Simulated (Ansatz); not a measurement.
# BeCo (Pm-3m): from the cell to its phonons, part 2 of 3

Wanted: phonon frequencies of BeCo (Pm-3m) and what follows from them.

Ansatz 0.2.0; DFT PBEsol, scalar-relativistic, plane waves, PAW; PAW set soft_1.

So far. Step 5 (The orders compared): The start carried on is the ferromagnetic one. The relaxed cell has a = 2.566 Å (conventional setting).

## (8) Tight relaxation

Phonons need a cell at rest on their own settings, so the relaxation is repeated with tight tolerances on forces and stress, using the mesh and the filling of the phonon run that follows.

File input.yaml:

```yaml
crystal:
  lattice:
    - [2.5659435851, 0.0, 0.0]
    - [0.0, 2.5659435851, 0.0]
    - [0.0, 0.0, 2.5659435851]
  atoms:
    - { symbol: Be, position: [0.0, 0.0, 0.0] }
    - { symbol: Co, position: [0.5, 0.5, 0.5], spin: 0.46 }
kpoints:
  mp_grid: { grid: [16, 16, 16] }
hamiltonian:
  xc: pbesol
  pseudopotentials: { kind: paw, azcp: { folder: soft_1 }, xc_functional: pbe }
scf:
  occupations: { method: gaussian, width: 0.15 }
output:
  forces: true
  stress: true
  eigenvalues: true
  populations: true
magnetization:
  spin_polarized: true
relax:
  adjacent_minimum: "off"
  f_tol: 0.001
  max_steps: 60
  cell: { stress_tol: 0.01 }
```

Run with:

```sh
$ ansatz run input.yaml --threads 4 --pin off --max-ram 10240MiB --backend cpu --events-out ev --progress --plain --runs-dir out
```

Numbers of over 12 decimals in the logs are rounded to 6 here.

Log:

```text
[...]
Crystal: 2 atoms, lattice volume = 16.894 Å³
Basis set: ecut = 420 eV, 341 PW (Γ), exchange–correlation on 36×36×36 points (8 copies of the dense FFT grid, shifted against one another)
Bands: 14, of which v1, the nominal top of the filled ones, is band 10 counted from 1 (9 counted from 0)
Symmetry: 48 space group operations
[...]
cell:  # Å, volume = 16.8949 Å³
    - [2.565973, 0, 0.0]
    - [0, 2.565973, 0]
    - [0.0, 0, 2.565973]
  atoms:
    - { symbol: Be, position: [0, 0, 0] }
    - { symbol: Co, position: [0.500000, 0.500000, 0.500000] }
--- Löwdin populations: 2 sites ---
  site symbol       q [e]    m [muB]
     0     Be      1.0382    -0.0044
     1     Co     17.2237     0.3982
  spilling = 0.038845 (of n_electrons = 19.000000)
[key lines of the parts left out:]
SCF converged after 5 iterations
Magnetization: 0.3718 μB (9.6859 up, 9.3141 down)
Free energy (F): -5184.001831 eV
Fermi energy:    15.118125 eV
P = ⅓ Tr σ = 0.0086 GPa (0.086 kbar)
```

The job ended after 4.6 s (4 threads of Intel Xeon Platinum 8488C (Sapphire Rapids), shared host; peak memory 0.41 GiB; 15 s of CPU time).

Little changed from the start: no atom moved by 0.005 Å and no cell edge by 0.1 %.

Numbers from this step:

* magnetization: 0.3718 μB
* absolute magnetization: 0.4284 μB
* site moments: -0.01720, 0.3908 μB
* pressure: 0.008595 GPa

The forces vanish by symmetry and the pressure is 0.009 GPa, within the tolerances set. The cell now holds 8.45 Å³/atom.

## (9) Modes at Γ

The zone centre comes first: it holds the modes that light can see, as far as symmetry allows. No field response is asked, since the mesh shows no gap.

input.yaml, the sections that differ from step 8:

```yaml
crystal:
  lattice:
    - [2.5659731071, 0.0, 0.0]
    - [0.0, 2.5659731071, 0.0]
    - [0.0, 0.0, 2.5659731071]
  atoms:
    - { symbol: Be, position: [0.0, 0.0, 0.0] }
    - { symbol: Co, position: [0.5, 0.5, 0.5], spin: 0.43 }
output:
  eigenvalues: true
  populations: true
phonons:
  method: dfpt
# kpoints, hamiltonian, scf, magnetization: as in step 8
# relax: removed
```

Log:

```text
[...]
Crystal: 2 atoms, lattice volume = 16.895 Å³
Basis set: ecut = 420 eV, 341 PW (Γ), exchange–correlation on 36×36×36 points (8 copies of the dense FFT grid, shifted against one another)
Bands: 14, of which v1, the nominal top of the filled ones, is band 10 counted from 1 (9 counted from 0)
Symmetry: 48 space group operations
[...]
k-points: 165 of 4096
[...]
Starting moments: Σ|m| = 0.43 μB on 1 of 2 sites
[...]
SCF 1 converged in 11 iterations: F = -5184.001831 eV  dr2 = 6.44e-10
[...]
a single point of the input's cell can leave the moments in the input for a lower state (scf.lower_state_search): this run first made a single point of its cell. This run's own SCFs start from the density of the state that the single point found, with the moments in the input. The single point stayed on the moments in the input.
k-points: 405 of 4096 (irreducible under 8 space group operations, time reversal used)
[...]
Stability of the state it starts from, as read at its close in the collinear treatment: not read negative (Ritz values of 1 − χ₀K, real part plus size of imaginary part, from 0.48 to 0.96, by its mixing steps under the symmetry group of the SCF that read it); its run was given moments
[...]
SCF iter   5: F=-5184.001831 eV  HF=-5184.001831 eV  |F-HF|=7.28e-12  |Δ(HF+E_count)|=  1.82e-12  Δρ=1.23e-7 (↑9.47e-8 ↓1.23e-7)  dr2=6.10e-12  dr2_m=4.41e-14  M=0.372 μB ∫|m|=0.428 μB  ethr=1.00e-12  ⟨swp⟩=3.0  Hψ=39779  notcnv=0
SCF 2 converged in 5 iterations: F = -5184.001831 eV  dr2 = 6.10e-12
DFPT response loops at Γ: preconditioner auto → Kerker (q_TF=auto, 2.782 Å⁻¹) (partly filled bands, converged f_vac=0.000); β = 1.00, the filter's whole step (`scf.mixing.beta` (0.30) is not read by the response loops under this deck's `scf.mixing.preconditioner`; to damp them name `kerker` or `kerker_dos`, under which they read `scf.mixing.beta`, and type it under 1.00, their step now; both keys bind the ground state too); Broyden in place of MSR1
SCF converged after 5 iterations
Magnetization: 0.3718 μB (9.6859 up, 9.3141 down)
Absolute magnetization: 0.4284 μB (∫|ρ↑−ρ↓|, with the PAW one-centre terms)
[...]
Per-site moments (μB) at R_I (Å): [(-0.017204, 0.916657), (0.390815, 0.916657)]
Free energy (F): -5184.001831 eV
[...]
Internal energy: -5183.982520 eV  (E = F + TS)
E sigma→0 (E₀):  -5183.992176 eV
Entropy (-TS):   -0.019311 eV (-9.656 meV/atom)
Fermi energy:    15.118127 eV
[...]
--- Band table (eV; the first three rows and the last of 810) ---
  k-point 0 ↑: bands = [... 6 lower, 12.1398, 14.8860, 14.8860, 14.8860, 22.9777, 22.9777, 22.9777, 30.6381]
  k-point 1 ↑: bands = [... 6 lower, 12.1584, 14.8263, 14.8263, 14.8899, 22.5105, 23.1157, 23.1157, 30.6405]
  k-point 2 ↑: bands = [... 6 lower, 12.2115, 14.6634, 14.6634, 14.9012, 21.4087, 23.5135, 23.5135, 30.6474]
  k-point 404 ↓: bands = [... 6 lower, 11.1644, 16.0348, 16.0348, 21.9709, 21.9709, 21.9709, 22.7830, 22.7830]
--- Phonons (Γ-DFPT): 2 representative perturbations + reference, on 405 of 4096 k-points (Σ response iterations 6) ---
  k mesh reduced under 8 symmetry operations, with k and −k counted as one. Each operation leaves every solved perturbation unchanged. A smaller set is not used because it would not reduce the number of displacements times k-points to solve
  ASR residual: 5.691e-5 → 0.000e0 eV/Å²; symmetrization residual: 3.271e-7 eV/Å²
  ASR residual per site (eV/Å²): 4.34e-5 5.69e-5
  Γ frequencies (cm⁻¹): 0.00 0.00 0.00 542.27 542.27 542.27
  non-analytic LO–TO correction: not included (Born effective charges unavailable; polar crystals: no LO–TO splitting at Γ)
--- Löwdin populations: 2 sites ---
  site symbol       q [e]    m [muB]
     0     Be      1.0382    -0.0044
     1     Co     17.2237     0.3982
  spilling = 0.038845 (of n_electrons = 19.000000)
```

Elapsed: 12 s, on 4 threads; peak memory 0.82 GiB; 41 s of CPU time.

This step gave:

* sum-rule residual before enforcement: 5.69e-5 eV/Å²
* point group: m-3m
* highest optical mode at the zone centre (no LO-TO term): 542.3 cm⁻¹
* lowest optical zone-centre mode: 542.3 cm⁻¹

Patterns of degenerate modes are one choice out of their space. Modes at Γ, with each element's share of the kinetic energy:

| mode | frequency (cm⁻¹) | symmetry | Be % | Co % |
| --- | --- | --- | --- | --- |
| 1 | 0.0 | acoustic | 13 | 87 |
| 2 | 0.0 | acoustic | 13 | 87 |
| 3 | 0.0 | acoustic | 13 | 87 |
| 4 | 542.3 | T1u | 87 | 13 |
| 5 | 542.3 | T1u | 87 | 13 |
| 6 | 542.3 | T1u | 87 | 13 |

Displacements in mode 6 (542.3 cm⁻¹), the largest set to 1:
```
Be1  1.00  0.00  0.00
Co2 -0.15  0.00  0.00
```

Before it was imposed, the acoustic sum rule was missed by 5.7e-5 eV/Å². Small misses are needed for a sound result but don't prove that mesh and cutoff are converged. The lowest optical mode is real, 542 cm⁻¹.

## (10) The dispersion

Stability and thermal properties need the whole zone. Linear response on a 4×4×4 q mesh gives force constants as far as a supercell of that size would.

Changes to input.yaml since step 9:

```diff
@@ -22 +22,8 @@
   method: dfpt
+  qmesh: [4, 4, 4]
+  temperatures: { t_max: 1000, t_step: 50 }
+  qpath:
+    path:
+      - [[0.0, 0.0, 0.0], [0.0, 0.5, 0.0], [0.5, 0.5, 0.0], [0.0, 0.0, 0.0], [0.5, 0.5, 0.5], [0.0, 0.5, 0.0]]
+      - [[0.5, 0.5, 0.5], [0.5, 0.5, 0.0]]
+    npoints: 10
```

Log:

```text
[...]
Crystal: 2 atoms, lattice volume = 16.895 Å³
Basis set: ecut = 420 eV, 341 PW (Γ), exchange–correlation on 36×36×36 points (8 copies of the dense FFT grid, shifted against one another)
Bands: 14, of which v1, the nominal top of the filled ones, is band 10 counted from 1 (9 counted from 0)
Symmetry: 48 space group operations
[...]
k-points: 165 of 4096
[...]
Starting moments: Σ|m| = 0.43 μB on 1 of 2 sites
[...]
SCF 1 converged in 11 iterations: F = -5184.001831 eV  dr2 = 6.44e-10
[...]
SCF iter   4: F=-5184.001831 eV  HF=-5184.001831 eV  |F-HF|=5.46e-12  |Δ(HF+E_count)|=  1.82e-12  Δρ=1.29e-7 (↑1.05e-7 ↓1.29e-7)  dr2=6.78e-12  dr2_m=4.31e-14  M=0.372 μB ∫|m|=0.428 μB  ethr=1.00e-12  ⟨swp⟩=3.1  Hψ=16824  notcnv=0
SCF 2 converged in 4 iterations: F = -5184.001831 eV  dr2 = 6.78e-12
[...]
SCF iter   3: F=-5184.001831 eV  HF=-5184.001831 eV  |F-HF|=1.82e-12  |Δ(HF+E_count)|=  5.46e-12  Δρ=7.83e-8 (↑6.08e-8 ↓7.83e-8)  dr2=3.41e-12  dr2_m=2.04e-14  M=0.372 μB ∫|m|=0.428 μB  ethr=1.00e-12  ⟨swp⟩=1.3  Hψ=10704  notcnv=0
SCF 3 converged in 3 iterations: F = -5184.001831 eV  dr2 = 3.41e-12
phonons: the bands overlap, so this run is a metal and interpolates without the dipole-dipole term. If the crystal is really an insulator or semiconductor, its LO-TO splitting is missing
NSCF: frozen V_eff on 165 k-points
[...]
DFPT response loops at q = (0, 0, 0) (fractional): preconditioner auto → Kerker (q_TF=auto, 2.782 Å⁻¹) (partly filled bands, converged f_vac=0.000); β = 1.00, the filter's whole step (`scf.mixing.beta` (0.30) is not read by the response loops under this deck's `scf.mixing.preconditioner`; to damp them name `kerker` or `kerker_dos`, under which they read `scf.mixing.beta`, and type it under 1.00, their step now; both keys bind the ground state too); Broyden in place of MSR1
[...]
SCF converged after 4 iterations
Magnetization: 0.3718 μB (9.6859 up, 9.3141 down)
Absolute magnetization: 0.4284 μB (∫|ρ↑−ρ↓|, with the PAW one-centre terms)
[...]
Per-site moments (μB) at R_I (Å): [(-0.017204, 0.916657), (0.390815, 0.916657)]
Free energy (F): -5184.001831 eV
[...]
Internal energy: -5183.982520 eV  (E = F + TS)
E sigma→0 (E₀):  -5183.992176 eV
Entropy (-TS):   -0.019311 eV (-9.656 meV/atom)
Fermi energy:    15.118127 eV
[...]
--- Band table (eV; the first three rows and the last of 330) ---
  k-point 0 ↑: bands = [... 6 lower, 12.1398, 14.8860, 14.8860, 14.8860, 22.9777, 22.9777, 22.9777, 30.6381]
  k-point 1 ↑: bands = [... 6 lower, 12.1584, 14.8263, 14.8263, 14.8899, 22.5105, 23.1157, 23.1157, 30.6405]
  k-point 2 ↑: bands = [... 6 lower, 12.2115, 14.6634, 14.6634, 14.9012, 21.4087, 23.5135, 23.5135, 30.6474]
  k-point 164 ↓: bands = [... 6 lower, 11.1644, 16.0348, 16.0348, 21.9709, 21.9709, 21.9709, 22.7830, 22.7830]
--- Phonons (Γ-DFPT): 2 representative perturbations + reference (Σ response iterations 6) ---
  ASR residual: 5.632e-5 → 0.000e0 eV/Å²; symmetrization residual: 3.729e-7 eV/Å²
  ASR residual per site (eV/Å²): 4.07e-5 5.63e-5
  Γ frequencies (cm⁻¹): 0.00 0.00 0.00 542.27 542.27 542.27
--- Phonons (arbitrary-q DFPT): 10 irreducible q on the 4×4×4 mesh ---
  q = [0.0000, 0.0000, 0.0000] (star 1, of the zone-centre solve; hermiticity 8.82e-8, symmetrization 1.07e-12): -0.00 -0.00 -0.00 542.27 542.27 542.27
  q = [0.0000, 0.0000, 0.2500] (star 6, 4 solved perturbations in 4032 linear systems a pass and spin channel, the states on 1296 of 4096 k-point pairs; hermiticity 1.48e-7, symmetrization 5.97e-13): 147.76 147.76 188.13 493.31 538.00 538.00
[...]
q = [0.0000, 0.2500, -0.5000] (star 12, 6 solved perturbations on 1296 of 4096 k-point pairs; hermiticity 2.76e-8, symmetrization 2.20e-14): 164.15 205.21 226.97 508.16 522.76 534.00
[...]
sum rule: each row above includes the acoustic sum rule's correction from the zone centre's row sums; it moved no ω² by more than (1.11 cm⁻¹)²
  mesh force constants: q→R imaginary residual 2.83e-18; ASR residual 5.632e-5 → 0.000e0 eV/Å²; symmetrization residual 8.882e-15 eV/Å²
  interpolated dispersion: 62 rows × 6 modes
  density of states and harmonic sums: on the 24×24×24 q-mesh, interpolated from the force constants of a 4×4×4 supercell (no non-analytic term)
  largest difference from the sums on the solved wave vectors: F 1.04e-2 eV, S 1.44e-5 and C_V 4.02e-6 eV/K
  zero-point energy: 0.133320 eV/cell   skipped modes (ω ≤ 0): 3   left out of the sums: 3.62e-5 of the cell's modes: C_V's classical limit lies that fraction below 3 k_B per atom; for a crystal, a wire or a layer, F and S can be off by more, and a phonons.interpolated_qmesh denser along its periods is the remedy for the sampling
--- Löwdin populations: 2 sites ---
  site symbol       q [e]    m [muB]
     0     Be      1.0382    -0.0044
     1     Co     17.2237     0.3982
  spilling = 0.038845 (of n_electrons = 19.000000)
```

Wall time 4.8 min (4 threads); peak memory 3 GiB; 18 min of CPU time.

This step gave:

```
sum-rule residual before enforcement                       : 5.63e-5 eV/Å²
lowest frequency on the path                               : 0 cm⁻¹
highest frequency on the path or at a solved wavevector    : 542.3 cm⁻¹
mean frequency                                             : 358.5 cm⁻¹
Debye temperature (second moment)                          : 736 K
logarithmic mean frequency                                 : 312.7 cm⁻¹
lowest mode on the q mesh (acoustic modes at Γ apart)      : 102.5 cm⁻¹
zero-point energy per atom                                 : 66.66 meV
heat capacity at 300 K                                     : 19.14 J/(mol atoms K)
vibrational entropy at 300 K                               : 18.14 J/(mol atoms K)
edges of the widest gap between branches, on path and mesh : 266.1, 466.4 cm⁻¹
```

Frequencies (cm⁻¹) solved at each irreducible wavevector; negative means imaginary. Frequencies by wavevector, by row:

| q in reciprocal lattice units | star | mode 1 | mode 2 | mode 3 | mode 4 | mode 5 | mode 6 |
| --- | --- | --- | --- | --- | --- | --- | --- |
| 0 0 0 | 1 | 0 | 0 | 0 | 542.3 | 542.3 | 542.3 |
| 0 0 0.25 | 6 | 147.8 | 147.8 | 188.1 | 493.3 | 538 | 538 |
| 0 0 -0.5 | 3 | 213.3 | 213.3 | 266.1 | 466.4 | 531.8 | 531.8 |
| 0 0.25 0.25 | 12 | 102.5 | 186.8 | 234.5 | 502.1 | 528.9 | 530.5 |
| 0 0.25 -0.5 | 12 | 164.2 | 205.2 | 227 | 508.2 | 522.8 | 534 |
| 0 -0.5 -0.5 | 3 | 125.8 | 125.8 | 243.9 | 509.1 | 540.3 | 540.3 |
| 0.25 0.25 0.25 | 8 | 182.7 | 182.7 | 216.2 | 515.7 | 529.9 | 529.9 |
| 0.25 0.25 -0.5 | 12 | 178.3 | 204.8 | 240.3 | 524.1 | 527 | 531.4 |
| 0.25 -0.5 -0.5 | 6 | 206.3 | 206.3 | 256.8 | 519.9 | 534.9 | 534.9 |
| -0.5 -0.5 -0.5 | 1 | 265 | 265 | 265 | 533.4 | 533.4 | 533.4 |

[end of part 2 of 3]

[Logs are printed without paths, hosts, clocks, repeated set-up lines and the standing remarks that a program may print on its own settings, such as how far it seeks lower states.]

[Hosts, paths, dates, database ids (printed as entryN), source tags and the programs' standing remarks are cut or masked in the printed files.]
